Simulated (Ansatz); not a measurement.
# VOCl (Pmmn): how robust is the cRPA U?

Wanted: the sensitivity and cost of U and J for VOCl (Pmmn).

Calculated with Ansatz 0.2.0; constrained RPA on LDA, plane waves, PAW.

### 1. Starting point

Symmetry: Pmmn, No. 59, orthorhombic system. The conventional cell has a = 3.300 Å, b = 3.780 Å, c = 7.910 Å, α = 90.00°, β = 90.00°, γ = 90.00°. V has 4 O at 1.97 to 2.08 Å and 2 Cl at 2.36 Å nearest. Cl has 2 V at 2.36 Å nearest. Nearest to O lie 4 V at 1.97 to 2.08 Å. Farther neighbours and most contacts between anions are not listed.

The cell and positions come from the Crystallography Open Database and are kept as given unless a step says otherwise. The program's search for lower electronic states was switched off, so nothing shows that the state found is the lowest. The default PAW set here is soft_2. Its files were made with PBE.

### 2. Base: V d, bands v2 to c8, 6×4×2 mesh, medium accuracy

Constrained RPA screens the interaction with every transition except those inside the target bands, which a later many-body model would treat itself.

File input.yaml:

```yaml
crystal:
  lattice:
    - [0.0, 0.0, 3.3]
    - [0.0, -3.78, 0.0]
    - [7.91, 0.0, 0.0]
  atoms:
    - { symbol: V, position: [0.0, 0.5, 0.1148] }
    - { symbol: V, position: [0.5, 0.0, 0.8852] }
    - { symbol: Cl, position: [0.5, 0.5, 0.3279] }
    - { symbol: Cl, position: [0.0, 0.0, 0.6721] }
    - { symbol: O, position: [0.5, 0.5, 0.9542] }
    - { symbol: O, position: [0.0, 0.0, 0.0458] }
kpoints:
  mp_grid: { grid: [12, 8, 4] }
hamiltonian:
  xc: lda
scf:
  occupations: { method: gaussian, width: 0.08 }
  n_extra_bands: 24
  max_iter: 150
  lower_state_search: "off"
output:
  crpa:
    kmesh: [6, 4, 2]
    target_bands: [v2, c8]
    projections: [{ species: V, l: d, shell: 3 }]
  local_orbitals:
    kmesh: [12, 8, 4]
    orbitals: [{ species: V, l: d, shell: 3 }]
    window: { bands: [v2, c8] }
    seedname: lo
```

Started as:

```bash
ansatz run input.yaml --threads 4 --pin off --max-ram 14745MiB --backend cpu --events-out ev --progress --plain --runs-dir out
```

Numbers of over 12 decimals in the logs are rounded to 6 here.

What it wrote:

```text
scf.n_extra_bands = 24 over 26 filled bands (N_el = 52.0): the run solves 50 bands
Engine: ansatz 0.2.0, aarch64-unknown-linux-gnu
Pseudopotentials: kind: paw
Pseudopotential: V, paw, valence charge 13, recommended cutoff 420 eV (normal), V.paw.azcp
Pseudopotential: Cl, paw, valence charge 7, recommended cutoff 420 eV (normal), Cl.paw.azcp
Pseudopotential: O, paw, valence charge 6, recommended cutoff 420 eV (normal), O.paw.azcp
Functional definition: SPW92
  exchange = slater_x
  correlation = pw_c
Crystal: 6 atoms, lattice volume = 98.669 Å³
Basis set: ecut = 420 eV, 1957 PW (Γ)
Bands: 50, of which v1, the nominal top of the filled ones, is band 26 counted from 1 (25 counted from 0)
Symmetry: 8 space group operations
Space group: Pmmn (ITA 59), of the structure as read, at distance tolerance 4.6e-5 Å
k-points: 105 of 384
Non-local potential: V, projectors of the file, l = 0: 3, l = 1: 2, l = 2: 3, l = 3: 1
Non-local potential: Cl, projectors of the file, l = 0: 2, l = 1: 2, l = 2: 2
Non-local potential: O, projectors of the file, l = 0: 2, l = 1: 2, l = 2: 1
PAW form: soft (Blöchl's): semilocal exchange-correlation on the pseudo side does not see the compensation charge
PAW frozen core: V, regenerated for the run's functional, and the local potential with it (the file was generated under x = pbe(κ = 0.804, μ = 0.219515), c = pbe(β = 0.066725))
PAW frozen core: Cl, regenerated for the run's functional, and the local potential with it (the file was generated under x = pbe(κ = 0.804, μ = 0.219515), c = pbe(β = 0.066725))
PAW frozen core: O, regenerated for the run's functional, and the local potential with it (the file was generated under x = pbe(κ = 0.804, μ = 0.219515), c = pbe(β = 0.066725))
PAW one-centre angular grid: V, 590 points (default); XC on 64 Gauss nodes
PAW one-centre angular grid: Cl, 110 points (default); XC on 64 Gauss nodes
PAW one-centre angular grid: O, 110 points (default); XC on 64 Gauss nodes
Initial density: superposition of atomic densities (neutral atoms: chi_scale 0, normalization atom), corrected by the library's trained network
Initial wavefunctions: pseudopotential atomic-orbital guess
Functional: x = slater, c = lda
SCF iter   1: F=—  HF=-8924.243660 eV  |F-HF|=—  |Δ(HF+E_count)|=         —  Δρ=1.27e-2  dr2=1.31e-1  ethr=1.77e-3  ⟨swp⟩=5.5  Hψ=22429  notcnv=0  defer=751
preconditioner: auto → LDOS  [metal: Δε(μ)=0.009 eV  Ē_g=14.773 eV  σ=0.080 eV  W_gap=0.06  n_scr=22 (ndim 8)  ℏωp=22.4 eV  f_vac=0.122  D(μ)=8.30/eV (n_scr^D=92)  β→1.0]
SCF iter   2: F=—  HF=-8924.224232 eV  |F-HF|=—  |Δ(HF+E_count)|=   1.94e-2  Δρ=9.99e-3  dr2=3.83e-2  ethr=2.52e-4  ⟨swp⟩=2.4  Hψ=9016  notcnv=0  defer=1671
[...]
cRPA screening: q 3/48
cRPA screening: q 5/48 (q-point 4)
cRPA screening: q 7/48 (q-point 5)
cRPA screening: q 8/48 (q-point 6)
cRPA screening: q 9/48
cRPA screening: q 11/48 (q-point 10)
cRPA screening: q 13/48 (q-point 11)
cRPA screening: q 15/48 (q-point 12)
cRPA screening: q 17/48 (q-point 13)
cRPA screening: q 19/48 (q-point 14)
[...]
cRPA screening: q 43/48 (q-point 27)
cRPA screening: q 45/48 (q-point 28)
cRPA screening: q 47/48 (q-point 29)
cRPA screening: q 48/48 (q-point 30)
SCF converged after 8 iterations
Free energy (F): -8924.209361 eV
Harris-Foulkes:  -8924.209361 eV  (|F-HF|=6.08e-8)
Internal energy: -8924.180892 eV  (E = F + TS)
E sigma→0 (E₀):  -8924.195127 eV
Entropy (-TS):   -0.028469 eV (-4.745 meV/atom)
Fermi energy:    7.598471 eV
--- Per-component energies (eV) ---
  E_band       = -602.316879
  E_kinetic    = 1334.934302
  E_local      = -6492.444541  (includes V_loc(G=0)·N_el)
  E_nonlocal   = 77.937772
  E_hartree    = 2846.977165
  E_xc         = -611.365967
  E_vxc        = -753.723873  (∫ρ·V_xc dr)
  E_paw        = -3665.624149  (= ΣΔE_a)
  E_vpaw       = -462.969849  (= ΣTr[D̂ρ^β])
  E_aug_tail   = 0.005749  (compensation charges beyond the density's cutoff)
  E_ewald      = -2415.868349
  E_core_change = 1.267126  (= ΣΔE_core)
  E_smearing   = -0.028469  (= −TS)
  E_closure    = -0.000000  (closes the sum)
  Σ components = -8924.209361   (vs F -8924.209361, Δ=0.00e0)
--- Band table (eV; the first three rows and the last of 105) ---
  k-point 0: bands = [... 22 lower, 4.0239, 4.3837, 6.7707, 7.2519, 7.2772, 7.7074, 8.5038, 8.8401, ... 20 higher]
  k-point 1: bands = [... 22 lower, 3.9928, 4.3323, 6.7708, 7.2610, 7.2865, 7.7073, 8.4664, 8.8766, ... 20 higher]
  k-point 2: bands = [... 22 lower, 3.9911, 4.2676, 6.7709, 7.2697, 7.2953, 7.7071, 8.4346, 8.9073, ... 20 higher]
  k-point 104: bands = [... 22 lower, 3.6249, 3.6249, 7.4214, 7.4214, 7.7945, 7.7945, 8.1957, 8.1957, ... 20 higher]
--- cRPA (band scheme, projected local orbitals): target bands 25..34 (1-based), 10 Wannier function(s), 6×4×2 mesh, 68 bands' worth read of 73 solved, ecut_chi 136.0 eV, v(q+G=0) probe_charge, pair densities all_electron ---
  χ-basis size per q: N_G = 344..378
  window electrons = 4.0000, filled by tetrahedron_uncorrected; constrained ε̄⁻¹(q = 0, 0) head = 0.256117; min gauge Gram eig = 0.6059
  Kanamori averages over each shell's own Wannier functions (sites counted from 0, functions from 1):
  Each shell's averages of U are screened by what lies outside the whole window alone: parameters of one model of all the shells.
    Site 0, 3D, 5 of 5 d orbitals (Wannier functions 1, 2, 3, 4, 5; wannier90's mr 1, 2, 3, 4, 5):
      screened: U = 4.2048 eV, U' = 3.3510 eV, J = 0.4198 eV
      screened, to within: U = 6.3e-3 eV, U' = 6.3e-3 eV, J = 5.7e-4 eV
      bare: V = 16.4620 eV, V' = 15.3408 eV, J = 0.5474 eV
    Site 1, 3D, 5 of 5 d orbitals (Wannier functions 6, 7, 8, 9, 10; wannier90's mr 1, 2, 3, 4, 5):
      screened: U = 4.2048 eV, U' = 3.3510 eV, J = 0.4198 eV
      screened, to within: U = 6.3e-3 eV, U' = 6.3e-3 eV, J = 5.7e-4 eV
      bare: V = 16.4620 eV, V' = 15.3408 eV, J = 0.5474 eV
  Hermiticity witness max|P − P†| over intra, direct and exchange elements: 1.42e-14 eV (screened), 5.67e-17 eV (bare)
  Reality witness max|Im| over intra, direct and exchange elements: 9.49e-9 eV (screened), 4.48e-12 eV (bare)
```

The job ended after 14 min (4 threads of Arm Neoverse V1, shared host; peak memory 0.86 GiB).

In the SCF lines HF is the Harris–Foulkes energy and dr2 the Hartree energy of the density residual, in eV; the loop may stop once dr2 is under the threshold and the program's other checks hold. Hψ counts applications of the Hamiltonian.

This step gave:

```
U                                                 : 4.205 eV
U prime (inter-orbital)                           : 3.351 eV
J                                                 : 0.4198 eV
bare V                                            : 16.46 eV
bare J                                            : 0.5474 eV
stated bound on U                                 : 0.006248 eV
U over bare V                                     : 0.2554
electrons in the window                           : 4.000
head of the constrained inverse dielectric matrix : 0.2561
least eigenvalue of the projection's overlap      : 0.6059
target functions                                  : 10
bands in the sums                                 : 68
r.m.s. miss of the model bands                    : 1.03e-4 eV
width of the target bands                         : 3.627 eV
weight of the projected orbitals in the window    : 0.8079
```

On the V d shell, screening brings the on-site interaction from 16.5 eV down to U = 4.20 eV.

### 3. Changed: 4×4×2 mesh

input.yaml, as its differences from that of step 2:

```diff
@@ -23,9 +23,4 @@
   crpa:
-    kmesh: [6, 4, 2]
+    kmesh: [4, 4, 2]
     target_bands: [v2, c8]
     projections: [{ species: V, l: d, shell: 3 }]
-  local_orbitals:
-    kmesh: [12, 8, 4]
-    orbitals: [{ species: V, l: d, shell: 3 }]
-    window: { bands: [v2, c8] }
-    seedname: lo
```

What it wrote:

```text
[...]
Crystal: 6 atoms, lattice volume = 98.669 Å³
Basis set: ecut = 420 eV, 1957 PW (Γ)
Bands: 50, of which v1, the nominal top of the filled ones, is band 26 counted from 1 (25 counted from 0)
[... 1 set-up line as in the run before ...]
[...]
k-points: 105 of 384
[...]
SCF iter   1: F=—  HF=-8924.243660 eV  |F-HF|=—  |Δ(HF+E_count)|=         —  Δρ=1.27e-2  dr2=1.31e-1  ethr=1.77e-3  ⟨swp⟩=5.5  Hψ=22429  notcnv=0  defer=751
[...]
SCF iter   8: F=-8924.209361 eV  HF=-8924.209361 eV  |F-HF|=6.08e-8  |Δ(HF+E_count)|=   1.83e-7  Δρ=1.40e-5  dr2=9.96e-8  ethr=1.92e-10  ⟨swp⟩=9.2  Hψ=24979  notcnv=0
SCF 1 converged in 8 iterations: F = -8924.209361 eV  dr2 = 9.96e-8
[...]
NSCF: frozen V_eff on 18 k-points
[...]
cRPA screening: q 1/32
cRPA screening: q 2/32
cRPA screening: q 3/32
cRPA screening: q 5/32 (q-point 4)
cRPA screening: q 7/32 (q-point 5)
[...]
E sigma→0 (E₀):  -8924.195127 eV
Entropy (-TS):   -0.028469 eV (-4.745 meV/atom)
Fermi energy:    7.598471 eV
[...]
--- Band table (eV; the first three rows and the last of 105) ---
  k-point 0: bands = [... 22 lower, 4.0239, 4.3837, 6.7707, 7.2519, 7.2772, 7.7074, 8.5038, 8.8401, ... 20 higher]
  k-point 1: bands = [... 22 lower, 3.9928, 4.3323, 6.7708, 7.2610, 7.2865, 7.7073, 8.4664, 8.8766, ... 20 higher]
  k-point 2: bands = [... 22 lower, 3.9911, 4.2676, 6.7709, 7.2697, 7.2953, 7.7071, 8.4346, 8.9073, ... 20 higher]
  k-point 104: bands = [... 22 lower, 3.6249, 3.6249, 7.4214, 7.4214, 7.7945, 7.7945, 8.1957, 8.1957, ... 20 higher]
[...]
χ-basis size per q: N_G = 340..378
[...]
screened: U = 4.2298 eV, U' = 3.3761 eV, J = 0.4203 eV
      screened, to within: U = 6.3e-3 eV, U' = 6.3e-3 eV, J = 5.7e-4 eV
      bare: V = 16.4859 eV, V' = 15.3641 eV, J = 0.5477 eV
[...]
screened: U = 4.2298 eV, U' = 3.3761 eV, J = 0.4203 eV
      screened, to within: U = 6.3e-3 eV, U' = 6.3e-3 eV, J = 5.7e-4 eV
      bare: V = 16.4859 eV, V' = 15.3641 eV, J = 0.5477 eV
[...]
[key lines of the parts left out:]
SCF converged after 8 iterations
Free energy (F): -8924.209361 eV
```

Elapsed: 7.1 min, on 4 threads; peak memory 0.8 GiB.

Numbers from this step:

```yaml
u: 4.230 eV
u_prime_inter_orbital: 3.376 eV
j: 0.4203 eV
bare_v: 16.49 eV
bare_j: 0.5477 eV
stated_bound_on_u: 0.006294 eV
u_over_bare_v: 0.2566
electrons_in_the_window: 4.000
head_of_the_constrained_inverse_dielectric_matrix: 0.2567
least_eigenvalue_of_the_projection_s_overlap: 0.6059
target_functions: 10
bands_in_the_sums: 68
width_of_the_target_bands: 3.627 eV
weight_of_the_projected_orbitals_in_the_window: 0.8079
```

On the V d shell, screening brings the on-site interaction from 16.5 eV down to U = 4.23 eV.

### 4. Changed: 2×2×2 mesh

input.yaml, as its differences from that of step 3:

```diff
@@ -23,3 +23,3 @@
   crpa:
-    kmesh: [4, 4, 2]
+    kmesh: [2, 2, 2]
     target_bands: [v2, c8]
```

What it wrote:

```text
[...]
Crystal: 6 atoms, lattice volume = 98.669 Å³
Basis set: ecut = 420 eV, 1957 PW (Γ)
Bands: 50, of which v1, the nominal top of the filled ones, is band 26 counted from 1 (25 counted from 0)
[... 1 set-up line as in the run before ...]
[...]
k-points: 105 of 384
[...]
χ-basis size per q: N_G = 344..378
[...]
screened: U = 4.4178 eV, U' = 3.5572 eV, J = 0.4198 eV
      screened, to within: U = 7.6e-3 eV, U' = 7.6e-3 eV, J = 5.9e-4 eV
      bare: V = 16.5957 eV, V' = 15.4625 eV, J = 0.5456 eV
[...]
screened: U = 4.4178 eV, U' = 3.5572 eV, J = 0.4198 eV
      screened, to within: U = 7.6e-3 eV, U' = 7.6e-3 eV, J = 5.9e-4 eV
      bare: V = 16.5957 eV, V' = 15.4625 eV, J = 0.5456 eV
[...]
[key lines of the parts left out:]
SCF converged after 8 iterations
Free energy (F): -8924.209361 eV
Fermi energy:    7.598471 eV
```

Run time: 70 s. Hardware: 4 threads; peak memory 0.71 GiB; 4.5 min of CPU time.

Numbers from this step:

| Quantity | Value |
| --- | --- |
| U | 4.418 eV |
| U prime (inter-orbital) | 3.557 eV |
| J | 0.4198 eV |
| bare V | 16.60 eV |
| bare J | 0.5456 eV |
| stated bound on U | 0.007565 eV |
| U over bare V | 0.2662 |
| electrons in the window | 4.000 |
| head of the constrained inverse dielectric matrix | 0.2541 |
| least eigenvalue of the projection's overlap | 0.6389 |
| target functions | 10 |
| bands in the sums | 68 |
| width of the target bands | 3.627 eV |
| weight of the projected orbitals in the window | 0.8079 |

On the V d shell, screening brings the on-site interaction from 16.6 eV down to U = 4.42 eV.

### 5. Changed: sums over states on smooth products

input.yaml, as its differences from that of step 4:

```diff
@@ -23,4 +23,8 @@
   crpa:
-    kmesh: [2, 2, 2]
+    kmesh: [6, 4, 2]
     target_bands: [v2, c8]
     projections: [{ species: V, l: d, shell: 3 }]
+    accuracy: sum_over_states
+    pair_densities: pseudo
+    n_empty_bands: 52
+    ecut_chi: 136
```

What it wrote:

```text
[...]
Crystal: 6 atoms, lattice volume = 98.669 Å³
Basis set: ecut = 420 eV, 1957 PW (Γ)
Bands: 50, of which v1, the nominal top of the filled ones, is band 26 counted from 1 (25 counted from 0)
[... 1 set-up line as in the run before ...]
[...]
k-points: 105 of 384
[...]
χ-basis size per q: N_G = 344..378
[...]
U and J over all bands: no bound (output.crpa.accuracy: sum_over_states); those below are of the sums over the bands read on the sphere of ecut_chi alone
[...]
screened: U = 4.4409 eV, U' = 3.4205 eV, J = 0.5047 eV
      bare: V = 16.4620 eV, V' = 15.3408 eV, J = 0.5474 eV
[...]
screened: U = 4.4409 eV, U' = 3.4205 eV, J = 0.5047 eV
      bare: V = 16.4620 eV, V' = 15.3408 eV, J = 0.5474 eV
[...]
[key lines of the parts left out:]
SCF converged after 8 iterations
Free energy (F): -8924.209361 eV
Fermi energy:    7.598471 eV
```

Elapsed: 44 s, on 4 threads; peak memory 0.64 GiB.

This variant gives U = 4.44 eV against 4.20 eV. It is a finite sum over empty states with no bound on its error and stays out of the table below.

### 6. Changed: volume +6 %

The cell differs from the one that the last finished run ended in (a 3.300 → 3.365 Å, b 3.780 → 3.854 Å, c 7.910 → 8.065 Å).

input.yaml, the sections that differ from step 5:

```yaml
crystal:
  lattice:
    - [0.0, 0.0, 3.364722314]
    - [0.0, -3.8541364688, 0.0]
    - [8.0651374254, 0.0, 0.0]
  atoms:
    - { symbol: V, position: [0.0, 0.5, 0.1148] }
    - { symbol: V, position: [0.5, 0.0, 0.8852] }
    - { symbol: Cl, position: [0.5, 0.5, 0.3279] }
    - { symbol: Cl, position: [0.0, 0.0, 0.6721] }
    - { symbol: O, position: [0.5, 0.5, 0.9542] }
    - { symbol: O, position: [0.0, 0.0, 0.0458] }
output:
  crpa:
    kmesh: [6, 4, 2]
    target_bands: [v2, c8]
    projections: [{ species: V, l: d, shell: 3 }]
  local_orbitals:
    kmesh: [12, 8, 4]
    orbitals: [{ species: V, l: d, shell: 3 }]
    window: { bands: [v2, c8] }
    seedname: lo
# kpoints, hamiltonian, scf: as in step 5
```

What it wrote:

```text
[...]
Crystal: 6 atoms, lattice volume = 104.590 Å³
Basis set: ecut = 420 eV, 2065 PW (Γ)
Bands: 50, of which v1, the nominal top of the filled ones, is band 26 counted from 1 (25 counted from 0)
[... 1 set-up line as in the run before ...]
[...]
k-points: 105 of 384
[...]
χ-basis size per q: N_G = 367..394
[...]
screened: U = 4.1893 eV, U' = 3.3264 eV, J = 0.4245 eV
      screened, to within: U = 6.4e-3 eV, U' = 6.4e-3 eV, J = 5.7e-4 eV
      bare: V = 16.5894 eV, V' = 15.4564 eV, J = 0.5538 eV
[...]
screened: U = 4.1893 eV, U' = 3.3264 eV, J = 0.4245 eV
      screened, to within: U = 6.4e-3 eV, U' = 6.4e-3 eV, J = 5.7e-4 eV
      bare: V = 16.5894 eV, V' = 15.4564 eV, J = 0.5538 eV
[...]
[key lines of the parts left out:]
SCF converged after 9 iterations
Free energy (F): -8923.736583 eV
Fermi energy:    6.780874 eV
```

The job ended after 15 min (4 threads; peak memory 0.86 GiB; 58 min of CPU time).

Numbers from this step:

- U: 4.189 eV
- U prime (inter-orbital): 3.326 eV
- J: 0.4245 eV
- bare V: 16.59 eV
- bare J: 0.5538 eV
- stated bound on U: 0.006396 eV
- U over bare V: 0.2525
- electrons in the window: 4.000
- head of the constrained inverse dielectric matrix: 0.2586
- least eigenvalue of the projection's overlap: 0.6129
- target functions: 10
- bands in the sums: 68
- r.m.s. miss of the model bands: 8.32e-5 eV
- width of the target bands: 3.325 eV
- weight of the projected orbitals in the window: 0.8155

On the V d shell, screening brings the on-site interaction from 16.6 eV down to U = 4.19 eV.

### 7. Changed: r2SCAN

This step: constrained RPA on r2SCAN, plane waves, PAW.

input.yaml, the sections that differ from step 6:

```yaml
crystal:
  lattice:
    - [0.0, 0.0, 3.3]
    - [0.0, -3.78, 0.0]
    - [7.91, 0.0, 0.0]
  atoms:
    - { symbol: V, position: [0.0, 0.5, 0.1148] }
    - { symbol: V, position: [0.5, 0.0, 0.8852] }
    - { symbol: Cl, position: [0.5, 0.5, 0.3279] }
    - { symbol: Cl, position: [0.0, 0.0, 0.6721] }
    - { symbol: O, position: [0.5, 0.5, 0.9542] }
    - { symbol: O, position: [0.0, 0.0, 0.0458] }
hamiltonian:
  xc: r2scan
output:
  crpa:
    kmesh: [6, 4, 2]
    target_bands: [v2, c8]
    projections: [{ species: V, l: d, shell: 3 }]
# kpoints, scf: as in step 6
```

What it wrote:

```text
[...]
Crystal: 6 atoms, lattice volume = 98.669 Å³
Basis set: ecut = 500 eV, 2449 PW (Γ), exchange–correlation on 100×120×240 points (64 copies of the dense FFT grid, shifted against one another)
Bands: 50, of which v1, the nominal top of the filled ones, is band 26 counted from 1 (25 counted from 0)
[... 1 set-up line as in the run before ...]
[...]
k-points: 105 of 384
[...]
χ-basis size per q: N_G = 344..378
[...]
screened: U = 4.6635 eV, U' = 3.7606 eV, J = 0.4433 eV
      screened, to within: U = 6.8e-3 eV, U' = 6.8e-3 eV, J = 6.3e-4 eV
      bare: V = 16.9407 eV, V' = 15.7760 eV, J = 0.5700 eV
[...]
screened: U = 4.6635 eV, U' = 3.7606 eV, J = 0.4433 eV
      screened, to within: U = 6.8e-3 eV, U' = 6.8e-3 eV, J = 6.3e-4 eV
      bare: V = 16.9407 eV, V' = 15.7760 eV, J = 0.5700 eV
[...]
[key lines of the parts left out:]
SCF converged after 9 iterations
Free energy (F): -9144.028928 eV
Fermi energy:    7.815774 eV
```

Run time: 24 min. Hardware: 4 threads; peak memory 1.1 GiB.

This step gave:

- U: 4.663 eV
- U prime (inter-orbital): 3.761 eV
- J: 0.4433 eV
- bare V: 16.94 eV
- bare J: 0.5700 eV
- stated bound on U: 0.006755 eV
- U over bare V: 0.2753
- electrons in the window: 4.000
- head of the constrained inverse dielectric matrix: 0.2792
- least eigenvalue of the projection's overlap: 0.6323
- target functions: 10
- bands in the sums: 68
- width of the target bands: 3.848 eV
- weight of the projected orbitals in the window: 0.8198

On the V d shell, screening brings the on-site interaction from 16.9 eV down to U = 4.66 eV.

### 8. Side by side

Times are wall times on 4 threads of Arm Neoverse V1, shared host, good to a factor of about two.

```tsv
run	bare V (eV)	U (eV)	J (eV)	bound on U (eV)	width (eV)	time
target window	16.46	4.205	0.420	0.0062	3.63	14 min
4×4×2 mesh	16.49	4.230	0.420	0.0063	3.63	7.1 min
2×2×2 mesh	16.60	4.418	0.420	0.0076	3.63	70 s
volume +6 %	16.59	4.189	0.425	0.0064	3.33	15 min
r2SCAN	16.94	4.663	0.443	0.0068	3.85	24 min
```

### 9. Outcome

| Item | Value |
| --- | --- |
| target window | U 4.20 eV, J 0.42 eV |
| 4×4×2 mesh | U 4.23 eV, J 0.42 eV |
| 2×2×2 mesh | U 4.42 eV, J 0.42 eV |
| volume +6 % | U 4.19 eV, J 0.42 eV |
| r2SCAN | U 4.66 eV, J 0.44 eV |

**Reading.** 4×4×2 mesh moves U by +0.03 eV at 0.49 times the time. 2×2×2 mesh moves U by +0.21 eV at 0.081 times the time. Volume +6 % moves U by −0.02 eV. r2SCAN moves U by +0.46 eV. The printed bound covers the solver alone, not the mesh, and no denser mesh than the base was run. The parent state is non-magnetic and the interaction static (zero frequency); U depends on the window and the orbitals, so it belongs to this model alone.

[Paths, hosts, dates, memory and timing lines, banners, echoed tables and standing remarks are left out of the program output.]

[Logs are printed without paths, hosts, clocks, repeated set-up lines and the standing remarks that a program may print on its own settings, such as how far it seeks lower states.]

[Runs of the session that timed out or met a known fault of the program may be left out.]

[Hosts, paths, dates, database ids (printed as entryN), source tags and the programs' standing remarks are cut or masked in the printed files.]
